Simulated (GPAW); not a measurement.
# A GW chain in GPAW: H (Cmce)

Wanted: ground state, empty states, screening and self-energy for H (Cmce).

Method: LDA and many-body steps on it, plane waves, in GPAW 26.7.0.

### 1. The structure

Symmetry: Cmce, No. 64, orthorhombic system. Conventional cell: a = 5.247 Å, b = 5.134 Å, c = 4.142 Å, α = 90.00°, β = 90.00°, γ = 90.00°. Nearest to H lie 1 H at 0.74 Å.

The cell and positions are those that the Materials Project relaxed with its own functionals (PBE, PBE+U or r2SCAN), kept fixed.

### 2. Ground state

This step: GPAW 26.7.0; DFT, LDA, plane waves, PAW.

The ground-state density comes first.

run.py

```python
import json
import numpy as np
from gpaw.mpi import world
from ase import Atoms
from gpaw import GPAW, PW, FermiDirac

atoms = Atoms(['H', 'H', 'H', 'H'],
    cell=[[2.6234813799, -2.5669048168, 0.0000000000],
      [2.6234813799, 2.5669048168, 0.0000000000],
      [0.0000000000, 0.0000000000, 4.1418180000]],
    scaled_positions=[[0.9532956300, 0.0467043700, 0.0685088900],
      [0.4532956300, 0.5467043700, 0.4314911100],
      [0.5467043700, 0.4532956300, 0.5685088900],
      [0.0467043700, 0.9532956300, 0.9314911100]],
    pbc=(True, True, True))
calc = GPAW(mode=PW(600),
    xc='LDA',
    kpts={'size': (6, 6, 6), 'gamma': True},
    occupations=FermiDirac(0.001),
    nbands=-8,
    convergence={'density': 1e-6, 'bands': -3},
    maxiter=100,
    txt='gs.txt')
atoms.calc = calc
res = {'energy': atoms.get_potential_energy()}
kpts = calc.get_ibz_k_points()
res['kpts'] = kpts
res['eigenvalues'] = [calc.get_eigenvalues(kpt=k) for k in range(len(kpts))]
res['n_electrons'] = calc.get_number_of_electrons()
calc.write('gs.gpw')

if world.rank == 0:
    with open('result.json', 'w') as f:
        json.dump(res, f, default=lambda x: x.tolist())
```

Started as:

```
$ mpirun -n 4 gpaw python run.py
```

Numbers of over 12 decimals in the logs are rounded to 6 here.

What it wrote:

```text
__  _  _
 | _ |_)|_||  |
 |__||  | ||/\| - 26.7.0

Input parameters:
  mode=PW(ecut=600.0),
  convergence={'density': 1e-06, 'bands': -3},
  kpts=MonkhorstPack(size=(6, 6, 6), gamma=True),
  maxiter=100,
  nbands=-8,
  occupations=Occupations(name='fermi-dirac', width=0.001, fixmagmom=False),
  xc=XC(name='LDA')
  [... matrices ...]
Diagonalizing LCAO Hamiltonian
Converting LCAO to pw mode

          H

        HH

       H

Atoms  # Å, Bohr magnetons
|   | symbol |        x |         y |        z |    initial magnetic moments |
| 0 |      H | 2.623481 | -2.327133 | 0.283751 | ( 0.0000,  0.0000,  0.0000) |
| 1 |      H | 2.623481 |  0.239771 | 1.787158 | ( 0.0000,  0.0000,  0.0000) |
| 2 |      H | 2.623481 | -0.239771 | 2.354660 | ( 0.0000,  0.0000,  0.0000) |
| 3 |      H | 2.623481 |  2.327133 | 3.858067 | ( 0.0000,  0.0000,  0.0000) |

Unit cell  # Å
| periodic |        x |         y |        z |  lengths |    angles |
|      yes | 2.623481 | -2.566905 | 0.000000 | 3.670375 | 90.000000 |
|      yes | 2.623481 |  2.566905 | 0.000000 | 3.670375 | 90.000000 |
|      yes | 0.000000 |  0.000000 | 4.141818 | 4.141818 | 88.750972 |

Number of symmetries: 4
Symmetry operations  # r_c * U_cc + t_c -> r_c
|   | kind |            matrix            |
| 0 |  E   |  1, 0, 0,  0, 1, 0,  0, 0, 1 |
| 1 |  C2  |  0, 1, 0,  1, 0, 0,  0, 0,-1 |
| 2 |  σ   |  0,-1, 0, -1, 0, 0,  0, 0, 1 |
| 3 |  i   | -1, 0, 0,  0,-1, 0,  0, 0,-1 |

BZ-sampling:
  Number of BZ points: 216
  Number of IBZ points: 68

  Monkhorst-Pack size: [6, 6, 6]
  Monkhorst-Pack shift: [0.083333, 0.083333, 0.083333]

K-points  # in reciprocal-cell coordinates
|     |                                coordinates |     weight |
|   0 | (  0.00000000,   0.00000000,   0.00000000) | 0.00462963 |
|   1 | (  0.00000000,   0.00000000,   0.16666667) | 0.00925926 |
|   2 | (  0.00000000,   0.00000000,   0.33333333) | 0.00925926 |
|   3 | (  0.00000000,   0.00000000,   0.50000000) | 0.00462963 |
|   4 | (  0.16666667,  -0.16666667,  -0.33333333) | 0.00925926 |
|   5 | (  0.16666667,  -0.16666667,  -0.16666667) | 0.00925926 |
|   6 | (  0.16666667,  -0.16666667,   0.00000000) | 0.00925926 |
|   7 | (  0.16666667,  -0.16666667,   0.16666667) | 0.00925926 |
|   8 | (  0.16666667,  -0.16666667,   0.33333333) | 0.00925926 |
|   9 | (  0.16666667,  -0.16666667,   0.50000000) | 0.00925926 |
| ... |                                            |            |
|  67 | (  0.50000000,   0.50000000,   0.50000000) | 0.00462963 |

Plane wave coefficients: 1886
Cutoff: 600.0 eV

Spin-components: 1 (collinear spins)
Bands:           10
Projectors:      12
Spin-degeneracy: 2
Datatype:        complex128

  Storage: CPU
  Wave functions: 20_247_680 bytes (5_061_920 per core)
  Projectors: 22_272_448 bytes (5_568_112 per core)
  [... matrices ...]
Parallelization:
  kpt:    4
  domain: 1
  band:   1

Density:
  Valence electrons: 4.0
  Components: 1
  Grid points: [21 21 24]
  Charge: 0.0  # |e|

Potential:
  Grid points: [21 21 24]

species:
  H:
    name:    Hydrogen
    Z:       1.0
    valence: 1
    core:    0
    charge:  0.0  # [|e|]
    compensation charges:
      type: gauss
      rc: 0.15  # [Å]
      lmax: 2
    cutoffs:
      filter: 0.85  # [Å]
      core: 0.53  # [Å]
    projectors
    | kind |    occ | energy [eV] | rcut [Å] |
    |   1s |  1.000 |      -6.353 |    0.476 |
    |    s |        |      20.858 |    0.476 |
    |    p |        |       0.000 |    0.476 |

    Using partial waves for H as LCAO basis

Reference energy: -48.515833  # eV

eigensolver:
  PPCG
  Converge bands: -3
  niter=2

density mixing:
  MSR1-Mixer
  Pratt-step length: 0.05
  Maximum mixing coefficient: 0.75
  Old densities: 10
  SVD Regularization: 0.005
  Good broyden scale: 1.0
  Trust region scale: 1.0
  Backstep threshold: 4.0
  History deletion threshold: 6.0
  Fourier metric: weight=20.0, sigma=0.015

occupation numbers:
  Fermi-Dirac:
    width: 0.0010  # eV

poisson solver:
  ecut: 4800.0  # eV

xc functional:
  name: None

Initialization done in: 0.567 s

convergence criteria:
- Maximum integral of absolute [dens]ity change: 1e-06 electrons / valence electron
- Maximum [total energy] change in last 3 cyles: 0.0005 eV / valence electron
- Maximum integral of absolute [eigenst]ate change: 4e-08 eV^2 / valence electron
maximum number of iterations: 100

SCF iterations
|iter     |     time |      energy | eigst |  dens |
|iter:   1|  |  -14.781867 | +2.67 |       |
|iter:   2|  |  -14.643063 | +1.20 | -0.39 |
|iter:   3|  |  -13.515295 | -0.43 | -0.42 |
|iter:   4|  |  -13.499119 | -2.08 | -1.20 |
|iter:   5|  |  -13.499935 | -3.98 | -1.79 |
|iter:   6|  |  -13.499923c| -5.46 | -2.92 |
|iter:   7|  |  -13.499923c| -7.55c| -4.11 |
|iter:   8|  |  -13.499923c| -7.49c| -4.56 |
|iter:   9|  |  -13.499923c| -8.73c| -5.82 |
|iter:  10|  |  -13.499923c| -9.46c| -6.44c|

Converged in 10 steps
SCF loop duration: 3.089 s (0.309 s/step)
Energy contributions relative to reference atoms: (reference = -48.515833)
  [... matrices ...]
Energy contributions:
  Kinetic:          13.715607
  Coulomb:         -16.972199
  Zero:              0.005123
  External:          0.000000
  Xc:              -10.248454
  Entropy:          -0.000000
  Spinorbit:         0.000000
  ----------------------------
  Free energy:     -13.499923
  Extrapolated:    -13.499923

dipole moment: (0.000000, 0.000000, -0.000000)  # |e|*Ang

Fermi level: -3.355
Eigenvalues  # (at kpt = [0.000, 0.000, 0.000])
| band index |      eig [eV] | occ [0-2] |
|          0 |       -10.293 |     2.000 |
|          1 |        -8.352 |     2.000 |
|          2 |         2.598 |     0.000 |
|          3 |         3.832 |     0.000 |
|          4 |         4.416 |     0.000 |
|          5 |         6.360 |     0.000 |
|          6 |         6.487 |     0.000 |
|          7 |         7.946 |     0.000 |
|          8 |        10.369 |     0.000 |
|          9 |        11.175 |     0.000 |

Gap: 8.694 eV
Transition (v -> c):
  (s=0, k=0, n=1, [0.00, 0.00, 0.00]) -> (s=0, k=51, n=2, [0.50, 0.00, 0.50])
Direct/indirect transitions are different
Direct gap: 9.356 eV
Transition at: (s=0, k=51, n=1, [0.50, 0.00, 0.50])
# Writing to gs.gpw (mode='')
  [... matrices ...]
```

Wall time 5.1 s (4 MPI ranks of Arm Neoverse V2, shared host); peak memory 0.62 GiB.

Numbers from this step:

* total energy: -13.50 eV
* gap: 8.694 eV
* k of the valence top: 0, 0, 0
* k of the conduction bottom: 0.5, 0, 0.5
* least direct gap: 9.356 eV

The gap is indirect, with the least direct gap 0.66 eV higher.

### 3. Bands along the symmetry lines

Levels along a band path, at the cheap level, show where the edges lie and whether the meshes to come will hold them.

run.py

```python
import json
import numpy as np
from gpaw.mpi import world
from gpaw import GPAW

path = [[0.000000, 0.000000, 0.000000],
    [0.062500, 0.062500, 0.000000],
    [0.125000, 0.125000, 0.000000],
    [0.187500, 0.187500, 0.000000],
    [0.250000, 0.250000, 0.000000],
    [0.312500, 0.312500, 0.000000],
    [0.375000, 0.375000, 0.000000],
    [0.437500, 0.437500, 0.000000],
    [0.500000, 0.500000, 0.000000],
    [0.498667, 0.501333, 0.000000],
    [0.497333, 0.502667, 0.000000],
    [0.496000, 0.504000, 0.000000],
    [0.494667, 0.505333, 0.000000],
    [0.493333, 0.506667, 0.000000],
    [0.492000, 0.508000, 0.000000],
    [0.490667, 0.509333, 0.000000],
    [0.489334, 0.510666, 0.000000],
    [-0.489334, 0.489334, 0.000000],
    [-0.428167, 0.428167, 0.000000],
    [-0.367000, 0.367000, 0.000000],
    [-0.305833, 0.305833, 0.000000],
    [-0.244667, 0.244667, 0.000000],
    [-0.183500, 0.183500, 0.000000],
    [-0.122333, 0.122333, 0.000000],
    [-0.061167, 0.061167, 0.000000],
    [0.000000, 0.000000, 0.000000],
    [0.000000, 0.000000, 0.062500],
    [0.000000, 0.000000, 0.125000],
    [0.000000, 0.000000, 0.187500],
    [0.000000, 0.000000, 0.250000],
    [0.000000, 0.000000, 0.312500],
    [0.000000, 0.000000, 0.375000],
    [0.000000, 0.000000, 0.437500],
    [0.000000, 0.000000, 0.500000],
    [-0.061167, 0.061167, 0.500000],
    [-0.122333, 0.122333, 0.500000],
    [-0.183500, 0.183500, 0.500000],
    [-0.244667, 0.244667, 0.500000],
    [-0.305833, 0.305833, 0.500000],
    [-0.367000, 0.367000, 0.500000],
    [-0.428167, 0.428167, 0.500000],
    [-0.489334, 0.489334, 0.500000],
    [0.489334, 0.510666, 0.500000],
    [0.490667, 0.509333, 0.500000],
    [0.492000, 0.508000, 0.500000],
    [0.493333, 0.506667, 0.500000],
    [0.494667, 0.505333, 0.500000],
    [0.496000, 0.504000, 0.500000],
    [0.497333, 0.502667, 0.500000],
    [0.498667, 0.501333, 0.500000],
    [0.500000, 0.500000, 0.500000],
    [0.500000, 0.500000, 0.437500],
    [0.500000, 0.500000, 0.375000],
    [0.500000, 0.500000, 0.312500],
    [0.500000, 0.500000, 0.250000],
    [0.500000, 0.500000, 0.187500],
    [0.500000, 0.500000, 0.125000],
    [0.500000, 0.500000, 0.062500],
    [0.500000, 0.500000, 0.000000],
    [0.000000, 0.000000, 0.000000],
    [0.000000, 0.062500, 0.000000],
    [0.000000, 0.125000, 0.000000],
    [0.000000, 0.187500, 0.000000],
    [0.000000, 0.250000, 0.000000],
    [0.000000, 0.312500, 0.000000],
    [0.000000, 0.375000, 0.000000],
    [0.000000, 0.437500, 0.000000],
    [0.000000, 0.500000, 0.000000],
    [0.000000, 0.500000, 0.062500],
    [0.000000, 0.500000, 0.125000],
    [0.000000, 0.500000, 0.187500],
    [0.000000, 0.500000, 0.250000],
    [0.000000, 0.500000, 0.312500],
    [0.000000, 0.500000, 0.375000],
    [0.000000, 0.500000, 0.437500],
    [0.000000, 0.500000, 0.500000],
    [0.000000, 0.437500, 0.500000],
    [0.000000, 0.375000, 0.500000],
    [0.000000, 0.312500, 0.500000],
    [0.000000, 0.250000, 0.500000],
    [0.000000, 0.187500, 0.500000],
    [0.000000, 0.125000, 0.500000],
    [0.000000, 0.062500, 0.500000],
    [0.000000, 0.000000, 0.500000],
    [0.062500, 0.062500, 0.500000],
    [0.125000, 0.125000, 0.500000],
    [0.187500, 0.187500, 0.500000],
    [0.250000, 0.250000, 0.500000],
    [0.312500, 0.312500, 0.500000],
    [0.375000, 0.375000, 0.500000],
    [0.437500, 0.437500, 0.500000],
    [0.500000, 0.500000, 0.500000]]
calc = GPAW('gs.gpw').fixed_density(kpts=path,
    symmetry='off',
    nbands=12,
    convergence={'bands': 8},
    txt='bands.txt')
res = {}
kpts = calc.get_ibz_k_points()
res['kpts'] = kpts
res['eigenvalues'] = [calc.get_eigenvalues(kpt=k) for k in range(len(kpts))]
res['n_electrons'] = calc.get_number_of_electrons()

if world.rank == 0:
    with open('result.json', 'w') as f:
        json.dump(res, f, default=lambda x: x.tolist())
```

Started as:

```
$ mpirun -n 4 gpaw python run.py
```

What it wrote:

```text
Diagonalizing LCAO Hamiltonian
Converting LCAO to pw mode
convergence criteria:
- Maximum integral of absolute [eigenst]ate change: 4e-08 eV^2 / valence electron
maximum number of iterations: 100

SCF iterations
|iter     |     time |      energy | eigst |  dens |
|iter:   1|  |             | +3.00 |       |
|iter:   2|  |             | +1.57 |       |
|iter:   3|  |             | -0.56 |       |
|iter:   4|  |             | -2.88 |       |
|iter:   5|  |             | -5.38 |       |
|iter:   6|  |             | -7.37 |       |
|iter:   7|  |             | -8.40c|       |
SCF steps: 7
  __  _  _
 | _ |_)|_||  |
 |__||  | ||/\| - 26.7.0

Input parameters:
  mode=PW(ecut=600.0),
  convergence={'bands': 8},
  gpts=array([21, 21, 24]),
  kpts=KPoints(kpts=array([[ 0.      ,  0.      ,  0.      ],
         [ 0.0625  ,  0.0625  ,  0.      ],
         [ 0.125   ,  0.125   ,  0.      ],
         [ 0.1875  ,  0.1875  ,  0.      ],
[...]
[ 0.498667,  0.501333,  0.      ],
         [ 0.497333,  0.502667,  0.      ],
[...]
[ 0.494667,  0.505333,  0.      ],
[...]
[-0.489334,  0.489334,  0.      ],
         [-0.428167,  0.428167,  0.      ],
         [-0.367   ,  0.367   ,  0.      ],
         [-0.305833,  0.305833,  0.      ],
[...]
[-0.1835  ,  0.1835  ,  0.      ],
[...]
[-0.1835  ,  0.1835  ,  0.5     ],
[...]
[-0.367   ,  0.367   ,  0.5     ],
         [-0.428167,  0.428167,  0.5     ],
         [-0.489334,  0.489334,  0.5     ],
[...]
[ 0.497333,  0.502667,  0.5     ],
         [ 0.498667,  0.501333,  0.5     ],
[...]
[ 0.375   ,  0.375   ,  0.5     ],
         [ 0.4375  ,  0.4375  ,  0.5     ],
         [ 0.5     ,  0.5     ,  0.5     ]])),
  maxiter=100,
  nbands=12,
  occupations=Occupations(name='fermi-dirac', width=0.001, fixmagmom=False),
  parallel={},
  symmetry=Symmetry(point_group=False, time_reversal=False),
  xc=XC(name='LDA')
  [... matrices ...]
timing:  # [seconds]
  Total: 0.022  # ━━━━━━━━━━━━━━━━━━━━━━━━━━━━━━━━━━━━━━━━━━━━━━━━━━━━━━━━━━━
```

It took 5.3 s on 4 MPI ranks; peak memory 0.65 GiB; 21 s of CPU time.

Numbers from this step:

| Property | Result |
| --- | --- |
| gap | 8.694 eV |
| k of the valence top | 0, 0, 0 |
| k of the conduction bottom | 0, 0.5, 0.5 |
| least direct gap | 9.356 eV |

The gap is 8.694 eV, as in the run before at this level.

The electronic bands at the labelled points (eV, zero at the top of the highest filled band; v1 is the highest filled band, c1 the lowest empty one):

```tsv
point	v2	v1	c1	c2	c3	c4
Γ	-1.94	0.00	10.95	12.18	12.77	14.71
halfway	-1.35	-0.22	10.29	10.95	12.07	13.41
Y	-0.63	-0.45	9.05	9.79	13.89	14.83
halfway	-0.63	-0.45	9.05	9.79	13.89	14.83
F0	-0.63	-0.45	9.05	9.80	13.88	14.84
jump to Δ0	-0.63	-0.45	9.05	9.80	13.88	14.84
halfway	-1.30	-0.31	10.29	11.25	12.42	12.66
Γ	-1.94	0.00	10.95	12.18	12.77	14.71
halfway	-1.66	-0.28	10.14	11.08	13.64	15.24
Z	-0.98	-0.98	10.03	10.03	15.22	15.22
halfway	-0.70	-0.70	9.33	9.33	13.41	13.41
B0	-0.43	-0.43	10.53	10.53	11.96	11.96
jump to G0	-0.43	-0.43	10.53	10.53	11.96	11.96
halfway	-0.43	-0.43	10.54	10.54	11.96	11.96
T	-0.43	-0.43	10.54	10.54	11.96	11.96
halfway	-0.55	-0.42	9.50	10.34	11.84	12.63
Y	-0.63	-0.45	9.05	9.79	13.89	14.83
jump to Γ	-1.94	0.00	10.95	12.18	12.77	14.71
halfway	-1.60	-0.18	10.99	11.14	11.99	14.23
S	-0.82	-0.82	10.31	10.31	13.48	13.48
halfway	-0.74	-0.74	9.37	9.37	14.34	14.34
R	-0.66	-0.66	8.69	8.69	15.34	15.34
halfway	-0.83	-0.83	9.37	9.37	14.93	14.93
Z	-0.98	-0.98	10.03	10.03	15.22	15.22
halfway	-0.69	-0.69	9.62	9.62	12.68	12.68
T	-0.43	-0.43	10.54	10.54	11.96	11.96
```

The electronic bands as a text plot (rows in eV, shown from -1.9 to 12.1 only; labels by their first letter):

```
   11.8 |++++        +++ +         +++ +   ++                  ++
   11.2 |+++        +  +  +          ++   +++
   10.7 |  +++     + ++ ++ +        +++      ++
   10.1 |   + +++++++     +++++    + + +++    +++       ++++   ++
    9.5 |    ++   +            ++++   ++         +    ++    +++
    8.9 |      +++                      ++        ++++
    8.3 |
    7.7 |
    7.1 |
    6.6 |
    6.0 |
    5.4 |
    4.8 |
    4.2 |
    3.6 |
    3.0 |
    2.5 |
    1.9 |
    1.3 |
    0.7 |
    0.1 |***          ****                **
   -0.5 |   **********    **    **********  ***  *****       ****
   -1.1 |   ***    **       ****             ****     *******
   -1.6 |***         *******              ***
         Γ     F|Δ      Γ    Z     BTG  Y|Γ    S   R     Z      T
```

### 4. Empty states on the mesh, 4×4×4 mesh, 100 bands

The sums over transitions need many empty states on a uniform mesh; this step solves for them.

run.py

```python
import json
import numpy as np
from gpaw.mpi import world
from gpaw import GPAW

calc = GPAW('gs.gpw').fixed_density(kpts={'size': (4, 4, 4), 'gamma': True},
    nbands=116,
    convergence={'bands': 100},
    txt='nscf.txt')
calc.write('full.gpw', mode='all')
res = {}
kpts = calc.get_ibz_k_points()
res['kpts'] = kpts
res['eigenvalues'] = [calc.get_eigenvalues(kpt=k) for k in range(len(kpts))]
res['n_electrons'] = calc.get_number_of_electrons()

if world.rank == 0:
    with open('result.json', 'w') as f:
        json.dump(res, f, default=lambda x: x.tolist())
```

Started as:

```
$ mpirun -n 4 gpaw python run.py
```

What it wrote:

```text
Diagonalizing LCAO Hamiltonian
Converting LCAO to pw mode
convergence criteria:
- Maximum integral of absolute [eigenst]ate change: 4e-08 eV^2 / valence electron
maximum number of iterations: 100

SCF iterations
|iter     |     time |      energy | eigst |  dens |
|iter:   1|  |             | +5.03 |       |
|iter:   2|  |             | +3.83 |       |
|iter:   3|  |             | +2.68 |       |
[...]
|iter:  15|  |             | -6.13 |       |
|iter:  16|  |             | -6.77 |       |
|iter:  17|  |             | -7.51c|       |
SCF steps: 17
  __  _  _
 | _ |_)|_||  |
 |__||  | ||/\| - 26.7.0

Input parameters:
  mode=PW(ecut=600.0),
  convergence={'bands': 100},
  gpts=array([21, 21, 24]),
  kpts=MonkhorstPack(size=(4, 4, 4), gamma=True),
  maxiter=100,
  nbands=116,
  occupations=Occupations(name='fermi-dirac', width=0.001, fixmagmom=False),
  parallel={},
  xc=XC(name='LDA')
# Writing to full.gpw (mode='all')
  [... matrices ...]

timing:  # [seconds]
  Total: 0.042  # ━━━━━━━━━━━━━━━━━━━━━━━━━━━━━━━━━━━━━━━━━━━━━━━━━━━━━━━━━━━
```

It took 31 s on 4 MPI ranks; peak memory 0.73 GiB.

This step gave:

* gap: 8.694 eV
* k of the valence top: 0, 0, 0
* k of the conduction bottom: 0.5, 0, 0.5
* least direct gap: 9.356 eV
* k points computed: 24
* lowest point of the top converged band, above the valence top: 81.6521 eV

On this mesh the gap is 8.694 eV.

[end of part 1 of 2]

[Paths, hosts, dates, memory and timing lines, banners, echoed tables and standing remarks are left out of the program output.]

[Logs are printed without paths, hosts, clocks, repeated set-up lines and the standing remarks that a program may print on its own settings, such as how far it seeks lower states.]

[Runs of the session that timed out or met a known fault of the program may be left out.]

[Hosts, paths, dates, database ids (printed as entryN), source tags and the programs' standing remarks are cut or masked in the printed files.]
